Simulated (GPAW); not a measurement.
**A GW chain in GPAW: BiOBr (P4/nmm)**

Wanted: ground state, empty states, screening and self-energy for BiOBr (P4/nmm).

Program: GPAW 26.7.0. Level of theory: LDA and many-body steps on it, plane waves. Results are calculated unless marked as measured.

The database entry behind the starting cell differs from later determinations by our own check (0.1 to 0.3 % short, probably kX units), so it need not match the best structure at ambient conditions.

**1. The starting structure**

The structure is tetragonal, space group P4/nmm (No. 129). Conventional cell: a = 3.916 Å, b = 3.916 Å, c = 8.077 Å, α = 90.00°, β = 90.00°, γ = 90.00°. Bi has 4 O at 2.32 Å and 4 Br at 3.18 Å nearest. Nearest to Br lie 4 Bi at 3.18 Å. O has 4 Bi at 2.32 Å nearest. Farther neighbours and most contacts between anions are not listed.

The cell and positions come from the Crystallography Open Database and are kept as given unless a step says otherwise. Spin-orbit coupling is left out unless a step names it.

**2. Ground state**

This step: GPAW 26.7.0; DFT, LDA, plane waves, PAW.

The ground-state density comes first.

run.py

```python
import json
import numpy as np
from gpaw.mpi import world
from ase import Atoms
from gpaw import GPAW, PW, FermiDirac

atoms = Atoms(['Bi', 'Bi', 'Br', 'Br', 'O', 'O'],
    cell=[[3.9160000000, 0.0000000000, 0.0000000000],
      [0.0000000000, 3.9160000000, 0.0000000000],
      [0.0000000000, 0.0000000000, 8.0770000000]],
    scaled_positions=[[0.0000000000, 0.5000000000, 0.1540000000],
      [0.5000000000, 0.0000000000, 0.8460000000],
      [0.0000000000, 0.5000000000, 0.6530000000],
      [0.5000000000, 0.0000000000, 0.3470000000],
      [0.0000000000, 0.0000000000, 0.0000000000],
      [0.5000000000, 0.5000000000, 0.0000000000]],
    pbc=(True, True, True))
calc = GPAW(mode=PW(600),
    xc='LDA',
    kpts={'size': (6, 6, 4), 'gamma': True},
    occupations=FermiDirac(0.001),
    nbands=-9,
    convergence={'density': 1e-6, 'bands': -3},
    maxiter=100,
    txt='gs.txt')
atoms.calc = calc
res = {'energy': atoms.get_potential_energy()}
kpts = calc.get_ibz_k_points()
res['kpts'] = kpts
res['eigenvalues'] = [calc.get_eigenvalues(kpt=k) for k in range(len(kpts))]
res['n_electrons'] = calc.get_number_of_electrons()
calc.write('gs.gpw')

if world.rank == 0:
    with open('result.json', 'w') as f:
        json.dump(res, f, default=lambda x: x.tolist())
```

Started as:

```sh
mpirun -n 8 gpaw python run.py
```

Numbers of over 12 decimals in the logs are rounded to 6 here.

The log of the run:

```text
__  _  _
 | _ |_)|_||  |
 |__||  | ||/\| - 26.7.0

Input parameters:
  mode=PW(ecut=600.0),
  convergence={'density': 1e-06, 'bands': -3},
  kpts=MonkhorstPack(size=(6, 6, 4), gamma=True),
  maxiter=100,
  nbands=-9,
  occupations=Occupations(name='fermi-dirac', width=0.001, fixmagmom=False),
  xc=XC(name='LDA')
  [... matrices ...]
Diagonalizing LCAO Hamiltonian
Converting LCAO to pw mode
   .---------.
  /|         |
 * |         |
 | |         |
 |Br  Bi     |
 | |         |
 | |         |
 | |         |
 | |         |
 |Bi  Br     |
 | .---------.
 |/    O    /
 O---------*

Atoms  # Å, Bohr magnetons
|   | symbol |        x |        y |        z |    initial magnetic moments |
| 0 |     Bi | 0.000000 | 1.958000 | 1.243858 | ( 0.0000,  0.0000,  0.0000) |
| 1 |     Bi | 1.958000 | 0.000000 | 6.833142 | ( 0.0000,  0.0000,  0.0000) |
| 2 |     Br | 0.000000 | 1.958000 | 5.274281 | ( 0.0000,  0.0000,  0.0000) |
| 3 |     Br | 1.958000 | 0.000000 | 2.802719 | ( 0.0000,  0.0000,  0.0000) |
| 4 |      O | 0.000000 | 0.000000 | 0.000000 | ( 0.0000,  0.0000,  0.0000) |
| 5 |      O | 1.958000 | 1.958000 | 0.000000 | ( 0.0000,  0.0000,  0.0000) |

Unit cell  # Å
| periodic |        x |        y |        z |  lengths |    angles |
|      yes | 3.916000 | 0.000000 | 0.000000 | 3.916000 | 90.000000 |
|      yes | 0.000000 | 3.916000 | 0.000000 | 3.916000 | 90.000000 |
|      yes | 0.000000 | 0.000000 | 8.077000 | 8.077000 | 90.000000 |

Number of symmetries: 8
Symmetry operations  # r_c * U_cc + t_c -> r_c
|   | kind |            matrix            |
| 0 |  E   |  1, 0, 0,  0, 1, 0,  0, 0, 1 |
| 1 |  σ   |  1, 0, 0,  0,-1, 0,  0, 0, 1 |
| 2 |  C2  |  0, 1, 0,  1, 0, 0,  0, 0,-1 |
| 3 |  S4  |  0, 1, 0, -1, 0, 0,  0, 0,-1 |
| 4 |  S4  |  0,-1, 0,  1, 0, 0,  0, 0,-1 |
| 5 |  C2  |  0,-1, 0, -1, 0, 0,  0, 0,-1 |
| 6 |  σ   | -1, 0, 0,  0, 1, 0,  0, 0, 1 |
| 7 |  C2  | -1, 0, 0,  0,-1, 0,  0, 0, 1 |

BZ-sampling:
  Number of BZ points: 144
  Number of IBZ points: 30

  Monkhorst-Pack size: [6, 6, 4]
  Monkhorst-Pack shift: [0.083333, 0.083333, 0.125]

K-points  # in reciprocal-cell coordinates
|     |                                coordinates |     weight |
|   0 | (  0.00000000,   0.00000000,   0.00000000) | 0.00694444 |
|   1 | (  0.00000000,   0.00000000,   0.25000000) | 0.01388889 |
|   2 | (  0.00000000,   0.00000000,   0.50000000) | 0.00694444 |
|   3 | (  0.16666667,   0.00000000,   0.00000000) | 0.02777778 |
|   4 | (  0.16666667,   0.00000000,   0.25000000) | 0.05555556 |
|   5 | (  0.16666667,   0.00000000,   0.50000000) | 0.02777778 |
|   6 | (  0.16666667,   0.16666667,   0.00000000) | 0.02777778 |
|   7 | (  0.16666667,   0.16666667,   0.25000000) | 0.05555556 |
|   8 | (  0.16666667,   0.16666667,   0.50000000) | 0.02777778 |
|   9 | (  0.33333333,   0.00000000,   0.00000000) | 0.02777778 |
| ... |                                            |            |
|  29 | (  0.50000000,   0.50000000,   0.50000000) | 0.00694444 |

Plane wave coefficients: 4152
Cutoff: 600.0 eV

Spin-components: 1 (collinear spins)
Bands:           37
Projectors:      32
Spin-degeneracy: 2
Datatype:        complex128

  Storage: CPU
  Wave functions: 73_046_880 bytes (9_130_860 per core)
  Projectors: 61_201_440 bytes (7_650_180 per core)
  [... matrices ...]
Parallelization:
  kpt:    8
  domain: 1
  band:   1

Density:
  Valence electrons: 56.0
  Components: 1
  Grid points: [24 24 48]
  Charge: 0.0  # |e|

Potential:
  Grid points: [24 24 48]

species:
  Bi:
    name:    Bismuth
    Z:       83.0
    valence: 15
    core:    68
    charge:  0.0  # [|e|]
    compensation charges:
      type: gauss
      rc: 0.38  # [Å]
      lmax: 2
    cutoffs:
      filter: 2.23  # [Å]
      core: 2.33  # [Å]
    projectors
    | kind |    occ | energy [eV] | rcut [Å] |
    |   6s |  2.000 |     -14.665 |    1.286 |
    |   6p |  3.000 |      -4.777 |    1.275 |
    |   5d | 10.000 |     -27.225 |    1.349 |
    |    s |        |      12.546 |    1.286 |
    |    p |        |      22.434 |    1.275 |
    |    d |        |      -0.013 |    1.349 |

    Using partial waves for Bi as LCAO basis

  Br:
    name:    Bromine
    Z:       35.0
    valence: 7
    core:    28
    charge:  0.0  # [|e|]
    compensation charges:
      type: gauss
      rc: 0.35  # [Å]
      lmax: 2
    cutoffs:
      filter: 1.98  # [Å]
      core: 2.38  # [Å]
    projectors
    | kind |    occ | energy [eV] | rcut [Å] |
    |   4s |  2.000 |     -20.306 |    1.111 |
    |   4p |  5.000 |      -8.003 |    1.111 |
    |    s |        |       6.906 |    1.111 |
    |    p |        |      19.208 |    1.111 |
    |    d |        |       0.000 |    1.111 |

    Using partial waves for Br as LCAO basis

  O:
    name:    Oxygen
    Z:       8.0
    valence: 6
    core:    2
    charge:  0.0  # [|e|]
    compensation charges:
      type: gauss
      rc: 0.21  # [Å]
      lmax: 2
    cutoffs:
      filter: 1.17  # [Å]
      core: 0.83  # [Å]
    projectors
    | kind |    occ | energy [eV] | rcut [Å] |
    |   2s |  2.000 |     -23.752 |    0.688 |
    |   2p |  4.000 |      -9.195 |    0.598 |
    |    s |        |       3.459 |    0.688 |
    |    p |        |      18.016 |    0.598 |
    |    d |        |       0.000 |    0.619 |

    Using partial waves for O as LCAO basis

Reference energy: -1314757.600263  # eV

eigensolver:
  PPCG
  Converge bands: -3
  niter=2

density mixing:
  MSR1-Mixer
  Pratt-step length: 0.05
  Maximum mixing coefficient: 0.75
  Old densities: 10
  SVD Regularization: 0.005
  Good broyden scale: 1.0
  Trust region scale: 1.0
  Backstep threshold: 4.0
  History deletion threshold: 6.0
  Fourier metric: weight=20.0, sigma=0.015

occupation numbers:
  Fermi-Dirac:
    width: 0.0010  # eV

poisson solver:
  ecut: 4800.0  # eV

xc functional:
  name: None

Initialization done in: 3.051 s

convergence criteria:
- Maximum integral of absolute [dens]ity change: 1e-06 electrons / valence electron
- Maximum [total energy] change in last 3 cyles: 0.0005 eV / valence electron
- Maximum integral of absolute [eigenst]ate change: 4e-08 eV^2 / valence electron
maximum number of iterations: 100

SCF iterations
|iter     |     time |      energy | eigst |  dens |
|iter:   1|  |  -37.795572 | +0.25 |       |
|iter:   2|  |  -36.598873 | -1.20 | -1.03 |
|iter:   3|  |  -33.962497 | -1.01 | -1.09 |
|iter:   4|  |  -33.927230 | -1.91 | -1.58 |
|iter:   5|  |  -33.889989 | -2.28 | -1.78 |
|iter:   6|  |  -33.879898 | -3.06 | -2.03 |
|iter:   7|  |  -33.880076c| -4.54 | -3.01 |
|iter:   8|  |  -33.880126c| -5.35 | -3.49 |
|iter:   9|  |  -33.880130c| -6.30 | -4.36 |
|iter:  10|  |  -33.880130c| -7.11 | -4.48 |
|iter:  11|  |  -33.880130c| -7.56c| -4.74 |
|iter:  12|  |  -33.880130c| -8.25c| -5.60 |
|iter:  13|  |  -33.880130c| -8.77c| -6.09c|

Converged in 13 steps
SCF loop duration: 11.547 s (0.888 s/step)
Energy contributions relative to reference atoms: (reference = -1314757.600263)
  [... matrices ...]
Energy contributions:
  Kinetic:          62.480753
  Coulomb:         -58.802653
  Zero:             -2.939560
  External:          0.000000
  Xc:              -34.618670
  Entropy:          -0.000000
  Spinorbit:         0.000000
  ----------------------------
  Free energy:     -33.880130
  Extrapolated:    -33.880130

dipole moment: (-41.825844, -41.825844, -45.326605)  # |e|*Ang

Fermi level: 5.451
Eigenvalues  # (at kpt = [0.000, 0.000, 0.000])
| band index |      eig [eV] | occ [0-2] |
|          0 |       -17.835 |     2.000 |
|        ... |               |           |
|         20 |         2.545 |     2.000 |
|         21 |         2.694 |     2.000 |
|         22 |         3.257 |     2.000 |
|         23 |         3.383 |     2.000 |
|         24 |         3.383 |     2.000 |
|         25 |         3.649 |     2.000 |
|         26 |         3.649 |     2.000 |
|         27 |         3.728 |     2.000 |
|         28 |         6.666 |     0.000 |
[...]
|         32 |        10.933 |     0.000 |
|         33 |        10.933 |     0.000 |
|         34 |        11.189 |     0.000 |
|         35 |        12.391 |     0.000 |
|         36 |        12.655 |     0.000 |

Gap: 2.075 eV
Transition (v -> c):
  (s=0, k=11, n=27, [0.33, 0.00, 0.50]) -> (s=0, k=2, n=28, [0.00, 0.00, 0.50])
Direct/indirect transitions are different
Direct gap: 2.192 eV
Transition at: (s=0, k=2, n=27, [0.00, 0.00, 0.50])
# Writing to gs.gpw (mode='')
  [... matrices ...]
```

Elapsed: 17 s, on 8 MPI ranks of Intel Xeon Platinum 8488C (Sapphire Rapids), shared host; peak memory 1.8 GiB; 2.2 min of CPU time.

Numbers from this step:

```yaml
total_energy: -33.88 eV
gap: 2.075 eV
k_of_the_valence_top: 0.3333, 0, 0.5
k_of_the_conduction_bottom: 0, 0, 0.5
least_direct_gap: 2.192 eV
```

The gap is indirect, with the least direct gap 0.12 eV higher.

**3. Empty states on the mesh, 4×4×2 mesh, 805 bands**

The sums over transitions need many empty states on a uniform mesh; this step solves for them.

run.py

```python
import json
import numpy as np
from gpaw.mpi import world
from gpaw import GPAW

calc = GPAW('gs.gpw').fixed_density(kpts={'size': (4, 4, 2), 'gamma': True},
    parallel={'domain': 1, 'band': 1},
    txt='nscf.txt')
calc.diagonalize_full_hamiltonian(nbands=805)
calc.write('full.gpw', mode='all')
res = {}
kpts = calc.get_ibz_k_points()
res['kpts'] = kpts
res['eigenvalues'] = [calc.get_eigenvalues(kpt=k) for k in range(len(kpts))]
res['n_electrons'] = calc.get_number_of_electrons()

if world.rank == 0:
    with open('result.json', 'w') as f:
        json.dump(res, f, default=lambda x: x.tolist())
```

Started as:

```sh
mpirun -n 8 gpaw python run.py
```

The log of the run:

```text
Diagonalizing LCAO Hamiltonian
Converting LCAO to pw mode
convergence criteria:
- Maximum integral of absolute [eigenst]ate change: 4e-08 eV^2 / valence electron
maximum number of iterations: 100

SCF iterations
|iter     |     time |      energy | eigst |  dens |
|iter:   1|  |             | +0.42 |       |
|iter:   2|  |             | -1.03 |       |
|iter:   3|  |             | -2.32 |       |
|iter:   4|  |             | -3.52 |       |
|iter:   5|  |             | -4.75 |       |
|iter:   6|  |             | -5.74 |       |
|iter:   7|  |             | -6.69 |       |
|iter:   8|  |             | -7.48c|       |
SCF steps: 8
  __  _  _
 | _ |_)|_||  |
 |__||  | ||/\| - 26.7.0

Input parameters:
  mode=PW(ecut=600.0),
  convergence={'density': 1e-06, 'bands': -3},
  gpts=array([24, 24, 48]),
  kpts=MonkhorstPack(size=(4, 4, 2), gamma=True),
  maxiter=100,
  nbands=37,
  occupations=Occupations(name='fermi-dirac', width=0.001, fixmagmom=False),
  parallel={'domain': 1, 'band': 1},
  xc=XC(name='LDA')
Matrix size: 4113x4113
# Writing to full.gpw (mode='all')
  [... matrices ...]

timing:  # [seconds]
  Total: 110.669  # ━━━━━━━━━━━━━━━━━━━━━━━━━━━━━━━━━━━━━━━━━━━━━━━━━━━━━━━━━
```

It took 2 min on 8 MPI ranks; peak memory 11 GiB; 16 min of CPU time.

This step gave:

* gap: 2.139 eV
* k of the valence top: 0.5, 0, 0.5
* k of the conduction bottom: 0, 0, 0.5
* least direct gap: 2.192 eV
* k points computed: 12
* lowest point of the top converged band, above the valence top: 187.5363 eV

On this mesh the gap is 2.139 eV. The earlier step found 2.075 eV, so this mesh misses an edge.

(Part 1 of 2 ends here.)

[Paths, hosts, dates, memory and timing lines, banners, echoed tables and standing remarks are left out of the program output.]

[Logs are printed without paths, hosts, clocks, repeated set-up lines and the standing remarks that a program may print on its own settings, such as how far it seeks lower states.]

[Runs of the session that timed out or met a known fault of the program may be left out.]

[Hosts, paths, dates, database ids (printed as entryN), source tags and the programs' standing remarks are cut or masked in the printed files.]
